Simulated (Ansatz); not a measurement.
# La on Pd(100): change of the work function, part 2 of 5

Aim: the work function of Pd(100) at several coverages of La (bridge site), and the dipole that each adsorbate carries.

Ansatz 0.2.0; plane-wave DFT, PBE, Ansatz PAW.

So far, work function, upper face (eV): step 2 (the clean slab) 5.10.

### 3. The covered slab, k-mesh 4×4×1, coverage 0.111 ML

System of this step: La/Pd(100). The cell holds 37 atoms: 36 Pd and 1 La. Cell: a = 8.252 Å, b = 8.252 Å, c = 27.295 Å, α = 90.0°, β = 90.0°, γ = 90.0°. Vacuum lies along c.

The clean slab as it ended is repeated in the plane and the adsorbate is set on one face; the cell's size fixes the coverage, and the k-mesh shrinks with it to keep the sampling density about even. Adsorbate and upper layers relax, since the dipole depends on the height.

input.yaml reads:

```yaml
crystal:
  lattice:
    - [8.2519361364, 0.0, 0.0]
    - [0.0, 8.2519361364, 0.0]
    - [0.0, 0.0, 27.2948684986]
  atoms:
    - { symbol: Pd, position: [0.1666666667, 0.1666666667, 0.3297323085] }
    - { symbol: Pd, position: [0.0, 0.0, 0.400991124] }
    - { symbol: Pd, position: [0.1666666667, 0.1666666667, 0.4744466759] }
    - { symbol: Pd, position: [0.0, 0.0, 0.5470718412] }
    - { symbol: Pd, position: [0.1666666667, 0.5, 0.3297323085] }
    - { symbol: Pd, position: [0.0, 0.3333333333, 0.400991124] }
    - { symbol: Pd, position: [0.1666666667, 0.5, 0.4744466759] }
    - { symbol: Pd, position: [0.0, 0.3333333333, 0.5470718412] }
    - { symbol: Pd, position: [0.1666666667, 0.8333333333, 0.3297323085] }
    - { symbol: Pd, position: [0.0, 0.6666666667, 0.400991124] }
    - { symbol: Pd, position: [0.1666666667, 0.8333333333, 0.4744466759] }
    - { symbol: Pd, position: [0.0, 0.6666666667, 0.5470718412] }
    - { symbol: Pd, position: [0.5, 0.1666666667, 0.3297323085] }
    - { symbol: Pd, position: [0.3333333333, 0.0, 0.400991124] }
    - { symbol: Pd, position: [0.5, 0.1666666667, 0.4744466759] }
    - { symbol: Pd, position: [0.3333333333, 0.0, 0.5470718412] }
    - { symbol: Pd, position: [0.5, 0.5, 0.3297323085] }
    - { symbol: Pd, position: [0.3333333333, 0.3333333333, 0.400991124] }
    - { symbol: Pd, position: [0.5, 0.5, 0.4744466759] }
    - { symbol: Pd, position: [0.3333333333, 0.3333333333, 0.5470718412] }
    - { symbol: Pd, position: [0.5, 0.8333333333, 0.3297323085] }
    - { symbol: Pd, position: [0.3333333333, 0.6666666667, 0.400991124] }
    - { symbol: Pd, position: [0.5, 0.8333333333, 0.4744466759] }
    - { symbol: Pd, position: [0.3333333333, 0.6666666667, 0.5470718412] }
    - { symbol: Pd, position: [0.8333333333, 0.1666666667, 0.3297323085] }
    - { symbol: Pd, position: [0.6666666667, 0.0, 0.400991124] }
    - { symbol: Pd, position: [0.8333333333, 0.1666666667, 0.4744466759] }
    - { symbol: Pd, position: [0.6666666667, 0.0, 0.5470718412] }
    - { symbol: Pd, position: [0.8333333333, 0.5, 0.3297323085] }
    - { symbol: Pd, position: [0.6666666667, 0.3333333333, 0.400991124] }
    - { symbol: Pd, position: [0.8333333333, 0.5, 0.4744466759] }
    - { symbol: Pd, position: [0.6666666667, 0.3333333333, 0.5470718412] }
    - { symbol: Pd, position: [0.8333333333, 0.8333333333, 0.3297323085] }
    - { symbol: Pd, position: [0.6666666667, 0.6666666667, 0.400991124] }
    - { symbol: Pd, position: [0.8333333333, 0.8333333333, 0.4744466759] }
    - { symbol: Pd, position: [0.6666666667, 0.6666666667, 0.5470718412] }
    - { symbol: La, position: [0.1666666667, 0.0, 0.6702676915] }
kpoints:
  mp_grid: { grid: [4, 4, 1] }
hamiltonian:
  xc: pbe
scf:
  occupations: { method: fermi_dirac, width: 0.1 }
  convergence: { dr2_threshold: 1.0e-08 }
efield:
  axis: 3
  dipole_correction: true
  ramp_position: 0.97
  ramp_width: 0.06
relax:
  f_tol: 0.02
  max_steps: 60
  constraints:
    - { sites: [0, 1, 4, 5, 8, 9, 12, 13, 16, 17, 20, 21, 24, 25, 28, 29, 32, 33] }
output:
  bader: true
  write_potential: true
  write_density: true
  volumetric_format: npy
```

The run is started by

```console
> ansatz run input.yaml --threads 4 --pin off --max-ram 12288MiB --backend cpu --events-out ev --progress --plain --runs-dir out
```

Numbers of over 12 decimals in the logs are rounded to 6 here.

The program printed:

```text
[...]
Crystal: 37 atoms, lattice volume = 1858.629 Å³
Basis set: ecut = 420 eV, 36395 PW (Γ), exchange–correlation on 120×120×384 points (8 copies of the dense FFT grid, shifted against one another)
Bands: 396, of which v1, the nominal top of the filled ones, is band 330 counted from 1 (329 counted from 0)
Symmetry: 4 space group operations
[...]
k-points: 9 of 16
[...]
SCF iter   1: F=—  HF=-257260.574706 eV  |F-HF|=—  |Δ(HF+E_count)|=         —  Δρ=6.17e-2  dr2=2.89e2  ethr=1.77e-3  p=0.976 e·Å  D=9.50e-2 V/Å  ΔV_dip=-2.59 eV  dr2_dipole=5.36e1  V_vac-E_F(+/−)=2.26/4.85 eV  ⟨swp⟩=7.0  Hψ=14221  notcnv=0  defer=96
[...]
SCF iter  18: F=-257259.592367 eV  HF=-257259.592367 eV  |F-HF|=2.56e-9  |Δ(HF+E_count)|=   2.05e-8  Δρ=3.14e-7  dr2=4.17e-9  ethr=1.52e-12  p=0.908 e·Å  D=8.84e-2 V/Å  ΔV_dip=-2.41 eV  dr2_dipole=2.31e-11  V_vac-E_F(+/−)=2.68/5.10 eV  ⟨swp⟩=7.0  Hψ=20716  notcnv=0
SCF 1 converged in 18 iterations: F = -257259.592367 eV  dr2 = 4.17e-9
[...]
relax step   1: F+E_penalty+E_count = -257259.59236730 eV  Δ(F+E_penalty+E_count) = +0.000e0 eV  max|allowed force component| = 2.770e0 eV/Å  Δτ_max = 0.0000 Å  (18 SCF iters, accepted)
[...]
SCF iter  13: F=-257260.264375 eV  HF=-257260.264375 eV  |F-HF|=5.56e-9  |Δ(HF+E_count)|=   1.48e-9  Δρ=2.15e-7  dr2=1.58e-9  ethr=1.52e-12  p=0.947 e·Å  D=9.22e-2 V/Å  ΔV_dip=-2.52 eV  dr2_dipole=2.08e-10  V_vac-E_F(+/−)=2.58/5.10 eV  ⟨swp⟩=8.1  Hψ=21005  notcnv=0
SCF 2 converged in 13 iterations: F = -257260.264375 eV  dr2 = 1.58e-9
[...]
relax step   2: F+E_penalty+E_count = -257260.26437537 eV  Δ(F+E_penalty+E_count) = -6.720e-1 eV  max|allowed force component| = 3.202e0 eV/Å  Δτ_max = 0.1949 Å  (13 SCF iters, accepted)
SCF iter   1: F=—  HF=-257261.068128 eV  |F-HF|=—  |Δ(HF+E_count)|=         —  Δρ=2.38e-3  dr2=1.32e-1  ethr=2.90e-4  p=0.947 e·Å  D=9.22e-2 V/Å  ΔV_dip=-2.52 eV  dr2_dipole=1.21e-2  V_vac-E_F(+/−)=2.58/5.10 eV  ⟨swp⟩=4.3  Hψ=7948  notcnv=0  defer=212
[...]
SCF iter  12: F=-257261.056080 eV  HF=-257261.056080 eV  |F-HF|=1.89e-9  |Δ(HF+E_count)|=   1.93e-8  Δρ=4.08e-7  dr2=6.37e-9  ethr=1.52e-12  p=0.982 e·Å  D=9.56e-2 V/Å  ΔV_dip=-2.61 eV  dr2_dipole=2.38e-10  V_vac-E_F(+/−)=2.49/5.10 eV  ⟨swp⟩=8.2  Hψ=20652  notcnv=0
SCF 3 converged in 12 iterations: F = -257261.056080 eV  dr2 = 6.37e-9
relax step   3: F+E_penalty+E_count = -257261.05607981 eV  Δ(F+E_penalty+E_count) = -7.917e-1 eV  max|allowed force component| = 3.561e0 eV/Å  Δτ_max = 0.1946 Å  (12 SCF iters, accepted)
[...]
relax step   4: F+E_penalty+E_count = -257261.88514763 eV  Δ(F+E_penalty+E_count) = -8.291e-1 eV  max|allowed force component| = 3.656e0 eV/Å  Δτ_max = 0.1952 Å  (12 SCF iters, accepted)
[...]
relax step   5: F+E_penalty+E_count = -257262.62059469 eV  Δ(F+E_penalty+E_count) = -7.354e-1 eV  max|allowed force component| = 3.291e0 eV/Å  Δτ_max = 0.1948 Å  (12 SCF iters, accepted)
[...]
relax step   6: F+E_penalty+E_count = -257263.19484174 eV  Δ(F+E_penalty+E_count) = -5.742e-1 eV  max|allowed force component| = 1.953e0 eV/Å  Δτ_max = 0.1950 Å  (13 SCF iters, accepted)
[...]
relax step   7: F+E_penalty+E_count = -257263.47811197 eV  Δ(F+E_penalty+E_count) = -2.833e-1 eV  max|allowed force component| = 5.164e-1 eV/Å  Δτ_max = 0.1929 Å  (12 SCF iters, accepted)
[...]
relax step   8: F+E_penalty+E_count = -257263.63314733 eV  Δ(F+E_penalty+E_count) = -1.550e-1 eV  max|allowed force component| = 1.425e-1 eV/Å  Δτ_max = 0.2000 Å  (13 SCF iters, accepted)
[...]
relax step   9: F+E_penalty+E_count = -257263.65486120 eV  Δ(F+E_penalty+E_count) = -2.171e-2 eV  max|allowed force component| = 6.925e-2 eV/Å  Δτ_max = 0.0704 Å  (12 SCF iters, accepted)
SCF iter   1: F=—  HF=-257263.654523 eV  |F-HF|=—  |Δ(HF+E_count)|=         —  Δρ=1.44e-4  dr2=6.11e-4  ethr=8.56e-7  p=0.814 e·Å  D=7.92e-2 V/Å  ΔV_dip=-2.16 eV  dr2_dipole=5.50e-5  V_vac-E_F(+/−)=2.94/5.10 eV  ⟨swp⟩=3.0  Hψ=7493  notcnv=0  defer=247
[...]
SCF iter   9: F=-257263.655265 eV  HF=-257263.655265 eV  |F-HF|=1.56e-8  |Δ(HF+E_count)|=   3.11e-8  Δρ=3.27e-7  dr2=3.83e-9  ethr=1.52e-12  p=0.816 e·Å  D=7.95e-2 V/Å  ΔV_dip=-2.17 eV  dr2_dipole=1.89e-13  V_vac-E_F(+/−)=2.93/5.10 eV  ⟨swp⟩=7.8  Hψ=19829  notcnv=0
SCF 10 converged in 9 iterations: F = -257263.655265 eV  dr2 = 3.83e-9
relax step  10: F+E_penalty+E_count = -257263.65526511 eV  Δ(F+E_penalty+E_count) = -4.039e-4 eV  max|allowed force component| = 6.758e-3 eV/Å  Δτ_max = 0.0054 Å  (9 SCF iters, accepted)
NSCF: frozen V_eff on 9 k-points
[...]
WARN: The output density's exchange-correlation potential varies sharply where the density is thin. Do not read a vacuum level from v_tot or v_xc, or from such a field of the output density. On a cell that repeats whose density bears no net charge and no dipole along the vacuum's axis use v_es (v_loc + v_h of the components); under efield.dipole_correction with no amplitude use v_es + v_field, which holds any externa [...]
SCF converged after 9 iterations
Free energy (F): -257263.655265 eV
[...]
Internal energy: -257261.454780 eV  (E = F + TS)
E sigma→0 (E₀):  -257262.555023 eV
Entropy (-TS):   -2.200485 eV (-59.473 meV/atom)
Fermi energy:    3.125900 eV
Dipole field:    D = 0.079452 V/Å  (p = 0.816084 e·Å, saw-weighted, corrected)
Work function:   Φ+ = 2.9308 eV   Φ− = 5.0995 eV
[...]
--- Forces (eV/Å), atoms counted from 1 ---
  atom   1  Pd     0.00000000     0.01158741    -0.17795945
  atom   2  Pd     0.04015439     0.00000000     0.29805723
  atom   3  Pd     0.00000000    -0.00083274    -0.00075192
  atom   4  Pd     0.00081216     0.00000000     0.00115243
  atom   5  Pd     0.00000000     0.00000000    -0.17095522
  atom   6  Pd     0.02841606     0.05609385     0.20330300
  atom   7  Pd     0.00000000     0.00000000    -0.00095624
  atom   8  Pd     0.00069045    -0.00058096     0.00074737
  atom   9  Pd     0.00000000    -0.01158741    -0.17795945
  atom  10  Pd     0.02841606    -0.05609385     0.20330300
  atom  11  Pd     0.00000000     0.00083274    -0.00075192
  atom  12  Pd     0.00069045     0.00058096     0.00074737
  atom  13  Pd     0.01133825     0.00605298    -0.18230591
  atom  14  Pd    -0.04015439     0.00000000     0.29805723
  atom  15  Pd    -0.00062854    -0.00170570     0.00194072
  atom  16  Pd    -0.00081216     0.00000000     0.00115243
  atom  17  Pd     0.00154272     0.00000000    -0.19176460
  atom  18  Pd    -0.02841606     0.05609385     0.20330300
  atom  19  Pd    -0.00013206     0.00000000     0.00069039
  atom  20  Pd    -0.00069045    -0.00058096     0.00074737
  atom  21  Pd     0.01133825    -0.00605298    -0.18230591
  atom  22  Pd    -0.02841606    -0.05609385     0.20330300
  atom  23  Pd    -0.00062854     0.00170570     0.00194072
  atom  24  Pd    -0.00069045     0.00058096     0.00074737
  atom  25  Pd    -0.01133825     0.00605298    -0.18230591
  atom  26  Pd     0.00000000     0.00000000     0.12952254
  atom  27  Pd     0.00062854    -0.00170570     0.00194072
  atom  28  Pd     0.00000000     0.00000000    -0.00161600
  atom  29  Pd    -0.00154272     0.00000000    -0.19176460
  atom  30  Pd     0.00000000     0.10442231     0.04850204
  atom  31  Pd     0.00013206     0.00000000     0.00069039
  atom  32  Pd     0.00000000     0.00023517     0.00009685
  atom  33  Pd    -0.01133825    -0.00605298    -0.18230591
  atom  34  Pd     0.00000000    -0.10442231     0.04850204
  atom  35  Pd     0.00062854     0.00170570     0.00194072
  atom  36  Pd     0.00000000    -0.00023517     0.00009685
  atom  37  La     0.00000000     0.00000000    -0.00675751
  max |Σ_I F_I| component: 2.42e-5 eV/Å
--- Band table (eV; the first three rows and the last of 9) ---
  k-point 0: bands = [... 326 lower, 2.9792, 3.0074, 3.0329, 3.0495, 3.0698, 3.0726, 3.0797, 3.0913, ... 62 higher]
  k-point 1: bands = [... 326 lower, 2.9895, 3.0216, 3.0412, 3.0527, 3.0597, 3.1359, 3.1454, 3.1558, ... 62 higher]
  k-point 2: bands = [... 326 lower, 3.0395, 3.0503, 3.0523, 3.0706, 3.0857, 3.1274, 3.1402, 3.2158, ... 62 higher]
  k-point 8: bands = [... 326 lower, 3.0825, 3.0909, 3.1191, 3.1205, 3.1371, 3.1410, 3.4812, 3.5193, ... 62 higher]
--- Relaxed structure (10 steps of the walk, 10 accepted, 0 SCFs on fresh bases) ---
  F+E_penalty+E_count = -257263.65526511 eV   max|allowed force component| = 6.758e-3 eV/Å
  atoms:
    - { symbol: Pd, position: [0.166667, 0.1666666667, 0.329732] }
    - { symbol: Pd, position: [1.6666659794015235e-11, 0.0, 0.400991124] }
    - { symbol: Pd, position: [0.166667, 0.168784, 0.475013] }
    - { symbol: Pd, position: [-0.012348, 0.0, 0.545951] }
    - { symbol: Pd, position: [0.166667, 0.5, 0.329732] }
    - { symbol: Pd, position: [1.6666659794015235e-11, 0.3333333333, 0.400991124] }
    - { symbol: Pd, position: [0.166667, 0.5, 0.476014] }
    - { symbol: Pd, position: [0.000438197, 0.332730, 0.549880] }
    - { symbol: Pd, position: [0.166667, 0.8333333333, 0.329732] }
    - { symbol: Pd, position: [1.6666659794015235e-11, 0.6666666667, 0.400991124] }
    - { symbol: Pd, position: [0.166667, 0.831216, 0.475013] }
    - { symbol: Pd, position: [0.000438197, 0.667270, 0.549880] }
    - { symbol: Pd, position: [0.500000, 0.1666666667, 0.329732] }
    - { symbol: Pd, position: [0.333333, 0.0, 0.400991124] }
    - { symbol: Pd, position: [0.501325, 0.169095, 0.474060] }
    - { symbol: Pd, position: [0.345682, 0.0, 0.545951] }
    - { symbol: Pd, position: [0.500000, 0.5, 0.329732] }
    - { symbol: Pd, position: [0.333333, 0.3333333333, 0.400991124] }
    - { symbol: Pd, position: [0.499163, 0.5, 0.475253] }
    - { symbol: Pd, position: [0.332895, 0.332730, 0.549880] }
    - { symbol: Pd, position: [0.500000, 0.8333333333, 0.329732] }
    - { symbol: Pd, position: [0.333333, 0.6666666667, 0.400991124] }
    - { symbol: Pd, position: [0.501325, 0.830905, 0.474060] }
    - { symbol: Pd, position: [0.332895, 0.667270, 0.549880] }
    - { symbol: Pd, position: [0.833333, 0.1666666667, 0.329732] }
    - { symbol: Pd, position: [0.666667, 0.0, 0.400991124] }
    - { symbol: Pd, position: [0.832008, 0.169095, 0.474060] }
    - { symbol: Pd, position: [0.666667, 0.0, 0.548204] }
    - { symbol: Pd, position: [0.833333, 0.5, 0.329732] }
    - { symbol: Pd, position: [0.666667, 0.3333333333, 0.400991124] }
    - { symbol: Pd, position: [0.834170, 0.5, 0.475253] }
    - { symbol: Pd, position: [0.666667, 0.333584, 0.548088] }
    - { symbol: Pd, position: [0.833333, 0.8333333333, 0.329732] }
    - { symbol: Pd, position: [0.666667, 0.6666666667, 0.400991124] }
    - { symbol: Pd, position: [0.832008, 0.830905, 0.474060] }
    - { symbol: Pd, position: [0.666667, 0.666416, 0.548088] }
    - { symbol: La, position: [0.166667, 0.0, 0.617787] }
--- Bader charges: 37 sites ---
  site symbol  charge [e]  shift [e]
     0     Pd     -0.0278     0.0000
     1     Pd      0.0280     0.0000
     2     Pd     -0.0032     0.0000
     3     Pd     -0.2518     0.0016
     4     Pd     -0.0285     0.0000
     5     Pd      0.0279     0.0000
     6     Pd      0.0160     0.0000
     7     Pd     -0.1613     0.0000
     8     Pd     -0.0278     0.0000
     9     Pd      0.0278     0.0000
    10     Pd     -0.0032     0.0000
    11     Pd     -0.1613     0.0000
    12     Pd     -0.0260     0.0000
    13     Pd      0.0280     0.0000
    14     Pd      0.0014     0.0000
    15     Pd     -0.2518     0.0016
    16     Pd     -0.0252     0.0000
    17     Pd      0.0278     0.0000
    18     Pd      0.0159     0.0000
    19     Pd     -0.1613     0.0000
    20     Pd     -0.0260     0.0000
    21     Pd      0.0278     0.0000
    22     Pd      0.0014     0.0000
    23     Pd     -0.1613     0.0000
    24     Pd     -0.0260     0.0000
    25     Pd      0.0282     0.0000
    26     Pd      0.0014     0.0000
    27     Pd     -0.1019     0.0001
    28     Pd     -0.0252     0.0000
    29     Pd      0.0295     0.0000
    30     Pd      0.0159     0.0000
    31     Pd     -0.0615     0.0000
    32     Pd     -0.0260     0.0000
    33     Pd      0.0295     0.0000
    34     Pd      0.0014     0.0000
    35     Pd     -0.0615     0.0000
    36     La      1.3107     0.0031
  estimated error of the sums over rays = 3.6e-4 e
```

The job ended after 59 min (4 threads of Arm Neoverse V1, shared host; peak memory 8.4 GiB).

Relaxation path:

```tsv
step	energy less that of the first step (eV)	largest force component (eV/Å)
1	0.0000	2.7701
2	-0.6720	3.2021
3	-1.4637	3.5611
4	-2.2928	3.6562
5	-3.0282	3.2908
6	-3.6025	1.9527
7	-3.8857	0.5164
8	-4.0408	0.1425
9	-4.0625	0.0693
10	-4.0629	0.0068
```

Forces are held to the 4 operations that the run works with; a distortion that breaks them can't arise in this run.

The atoms that moved most (Å):

```tsv
atom	dx	dy	dz	length
La37	0.000	0.000	-1.432	1.432
Pd4	-0.102	0.000	-0.031	0.106
Pd16	0.102	0.000	-0.031	0.106
Pd24	-0.004	0.005	0.077	0.077
Pd20	-0.004	-0.005	0.077	0.077
Pd12	0.004	0.005	0.077	0.077
Pd8	0.004	-0.005	0.077	0.077
Pd7	0.000	0.000	0.043	0.043
```

The relaxed structure:

```xyz
37
Lattice="8.2519 0.0000 0.0000 0.0000 8.2519 0.0000 0.0000 0.0000 27.2949" Properties=species:S:1:pos:R:3
Pd    1.3753    1.3753    9.0000
Pd    0.0000    0.0000   10.9450
Pd    1.3753    1.3928   12.9654
Pd   -0.1019    0.0000   14.9017
Pd    1.3753    4.1260    9.0000
Pd    0.0000    2.7506   10.9450
Pd    1.3753    4.1260   12.9927
Pd    0.0036    2.7457   15.0089
Pd    1.3753    6.8766    9.0000
Pd    0.0000    5.5013   10.9450
Pd    1.3753    6.8591   12.9654
Pd    0.0036    5.5063   15.0089
Pd    4.1260    1.3753    9.0000
Pd    2.7506    0.0000   10.9450
Pd    4.1369    1.3954   12.9394
Pd    2.8525    0.0000   14.9017
Pd    4.1260    4.1260    9.0000
Pd    2.7506    2.7506   10.9450
Pd    4.1191    4.1260   12.9720
Pd    2.7470    2.7457   15.0089
Pd    4.1260    6.8766    9.0000
Pd    2.7506    5.5013   10.9450
Pd    4.1369    6.8566   12.9394
Pd    2.7470    5.5063   15.0089
Pd    6.8766    1.3753    9.0000
Pd    5.5013    0.0000   10.9450
Pd    6.8657    1.3954   12.9394
Pd    5.5013    0.0000   14.9632
Pd    6.8766    4.1260    9.0000
Pd    5.5013    2.7506   10.9450
Pd    6.8835    4.1260   12.9720
Pd    5.5013    2.7527   14.9600
Pd    6.8766    6.8766    9.0000
Pd    5.5013    5.5013   10.9450
Pd    6.8657    6.8566   12.9394
Pd    5.5013    5.4992   14.9600
La    1.3753    0.0000   16.8624
```

This step gave:

| Quantity | Value |
| --- | --- |
| energy at zero smearing | -257262.5550 eV |
| work function, upper face | 2.931 eV |
| work function, lower face | 5.099 eV |
| dipole along the normal | 0.8161 e·Å |
| step between the vacuum levels | -2.169 eV |

Running mean over 1.945 Å of the planar mean; the ramp of the sawtooth is left out. Electron's electrostatic potential energy less the Fermi level against z:

z (Å), electron's electrostatic potential energy less the Fermi level (eV) and a bar from the least value:
```
      3.5       5.10 ##############################
      4.0       5.10 ##############################
      4.5       5.10 ##############################
      5.0       5.10 ##############################
      5.5       5.09 ##############################
      6.0       5.06 ##############################
      6.5       4.95 ##############################
      7.0       4.53 #############################
      7.5       2.71 #########################
      8.0      -1.67 ###############
      8.5      -6.19 #####
      9.0      -8.07 #
      9.5      -8.39 
     10.0      -8.44 
     10.5      -8.48 
     11.0      -8.45 
     11.5      -8.11 #
     12.0      -7.90 #
     12.5      -8.17 #
     13.0      -8.39 
     13.5      -8.09 #
     14.0      -7.86 #
     14.5      -8.10 #
     15.0      -8.20 #
     15.5      -6.76 ####
     16.0      -3.01 ############
     16.5       0.32 ###################
     17.0       1.38 ######################
     17.5       1.74 #######################
     18.0       2.17 ########################
     18.5       2.62 #########################
     19.0       2.83 #########################
     19.5       2.89 #########################
     20.0       2.92 #########################
     20.5       2.93 #########################
     21.0       2.93 #########################
     21.5       2.93 #########################
     22.0       2.93 #########################
     22.5       2.93 #########################
     23.0       2.93 #########################
     23.5       2.93 #########################
     24.0       2.93 #########################
```

The relaxation took 10 steps and lowered the energy by 4.1 eV; the largest force on the free atoms ends at 0.0068 eV/Å.

The covered face has 2.93 eV, -2.17 eV against the clean one; the bare back face has moved by -0.00 eV, a measure of how thin the slab is.

[end of part 2 of 5]

[Logs are printed without paths, hosts, clocks, repeated set-up lines and the standing remarks that a program may print on its own settings, such as how far it seeks lower states.]

[Hosts, paths, dates, database ids (printed as entryN), source tags and the programs' standing remarks are cut or masked in the printed files.]

[Maps of the electrostatic potential energy from Ansatz leave out the sawtooth potential of an applied field or a dipole correction, so their vacuum need not be flat; planar profiles and work functions include it.]
